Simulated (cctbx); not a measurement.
# From intensities to atoms

Cell a = 11.2520 Å, b = 11.2520 Å, c = 11.2520 Å, α = 90.00°, β = 90.00°, γ = 90.00°; space group Fm-3m (no. 225); content Tl4 Nb4 K8 Cl24.

The data are simulated with cctbx, not measured: Cu Kα, λ = 1.54184 Å, to d = 0.83 Å, 70 % of the full sphere, strongest reflection 70000 counts, noise from counting, a 4 % proportional error and a noise floor of 2 counts (s.d.); no absorption, and some extinction, which the refinements don't model.

Charge flipping in P1 on normalised amplitudes to 0.83 Å, δ = 1.1 σ, 20 % of the reflections treated as weak, 150 cycles:

```text
cycle      R  skewness
    0  0.513     0.47
   12  0.416     2.70
   24  0.354     6.72
   36  0.256     8.00
   48  0.241     8.40
   60  0.233     8.39
   72  0.221     8.67
   84  0.217     8.64
   96  0.216     8.55
  108  0.211     8.54
  120  0.210     8.55
  132  0.217     8.58
  144  0.212     8.62
origin shift          correlation  skewness
 0.234  0.096  0.459      0.932     11.63
 0.483  0.346  0.209      0.932     13.66
 0.483  0.099  0.459      0.861      3.15
 0.234  0.349  0.209      0.861      3.22
taken: symmetry correlation 0.932, skewness 13.66
peak      x       y       z  mult  height/sigma
Q1    0.0000  0.0000  0.5000    4     35.8
Q2    0.0000  0.0000  0.0000    4     22.6
Q3    0.2500  0.2500  0.2500    8      7.8
Q4    0.0000  0.0000  0.2434   24      7.6
Q5    0.0000  0.0000  0.1127   24      1.8
Q6    0.0592  0.0592  0.0592   32      1.2
Q7    0.0463  0.0463  0.3264   96      1.1
Q8    0.1444  0.1444  0.3556   32      1.0
Q9    0.0642  0.1234  0.1234   96      1.0
```

The origin is taken among those within 0.04 of the best correlation, by the skewness of the map.

It took 4.1 s on 1 thread of Arm Neoverse N1, with other jobs on the host, peak memory 0.08 GiB.

**Question.** Which peaks are atoms, and which elements?

Heights go roughly as Z and multiplicities must add up to the content. First model: Q1 = Tl1 (4 in the cell, height 35.8), Q2 = Nb1 (4 in the cell, height 22.6), Q3 = K1 (8 in the cell, height 7.8) and Q4 = Cl1 (24 in the cell, height 7.6). Against the true structure, Q1 is Tl, Q2 is Nb, Q3 is K and Q4 is Cl; the other peaks are not atoms.

Least squares on F², isotropic:

```text
Rint 0.033, 95 unique reflections to 0.84 A
cycle     R1     wR2    GooF  max shift (A)
   1  0.1282  0.4388  39.775   0.09923
   2  0.0087  0.0157   1.424   0.00009
final R1 0.0087 wR2 0.0157 GooF 1.423  parameters 5  data/parameter 19.0
atom        x        y        z      Ueq    occ   su(xyz)  su(Uiso or U11)
Tl1    0.00000  0.00000  0.50000   0.0082  1.000  0.00000  0.0001
Nb1    0.00000  0.00000  0.00000   0.0104  1.000  0.00000  0.0001
K1     0.25000  0.25000  0.25000   0.0130  1.000  0.00000  0.0003
Cl1    0.00000  0.00000  0.23457   0.0155  1.000  0.00005  0.0001
difference map: max 0.18 min -0.75 rms 0.09
Q1    0.0000  0.1699  0.3301   48    0.19  2.19 A from Cl1
Q2    0.1625  0.1625  0.2318   96    0.13  1.41 A from K1
Q3    0.0000  0.0412  0.1729   96    0.12  0.83 A from Cl1
Q4    0.1914  0.1914  0.1914   32    0.11  1.14 A from K1
Q5    0.0000  0.0966  0.4034   48    0.11  1.54 A from Tl1
```

Anisotropic refinement:

```text
Rint 0.033, 95 unique reflections to 0.84 A
cycle     R1     wR2    GooF  max shift (A)
   1  0.0086  0.0158   1.437   0.00026
   2  0.0086  0.0152   1.387   0.00000
final R1 0.0086 wR2 0.0152 GooF 1.387  parameters 6  data/parameter 15.8
atom        x        y        z      Ueq    occ   su(xyz)  su(Uiso or U11)
Tl1    0.00000  0.00000  0.50000   0.0082  1.000  0.00000  0.0001
Nb1    0.00000  0.00000  0.00000   0.0104  1.000  0.00000  0.0001
K1     0.25000  0.25000  0.25000   0.0130  1.000  0.00000  0.0003
Cl1    0.00000  0.00000  0.23455   0.0154  1.000  0.00005  0.0002
difference map: max 0.18 min -0.84 rms 0.09
Q1    0.0000  0.1704  0.3296   48    0.19  2.20 A from Cl1
Q2    0.1590  0.1590  0.2354   96    0.13  1.46 A from K1
Q3    0.0000  0.0513  0.1742   96    0.12  0.89 A from Cl1
Q4    0.1901  0.1901  0.1901   32    0.12  1.17 A from K1
Q5    0.0000  0.0969  0.4031   48    0.11  1.54 A from Tl1
Q6    0.0393  0.1094  0.1094   96    0.10  1.80 A from Nb1
```

**Reading.** The refinement ends at R1 = 0.0086, wR2 = 0.0152, GooF = 1.39, with difference density between -0.84 and 0.18 e/Å³. Every site matches the true model in element, within 0.001 Å r.m.s., up to an allowed shift of origin.

True model:

```csv
atom,mult.,x,y,z,Ueq (Å²)
Tl1,4,1/2,0,0,0.0085
Nb1,4,0,0,0,0.0104
K1,8,1/4,3/4,3/4,0.0130
Cl1,24,0,0,0.7654,0.0155
```

This is a model crystal, built by substitution and not relaxed, with assumed displacement parameters.

[Middle refinement cycles are left out of these outputs.]

[Logs are printed without paths, hosts, clocks, repeated set-up lines and the standing remarks that a program may print on its own settings, such as how far it seeks lower states.]
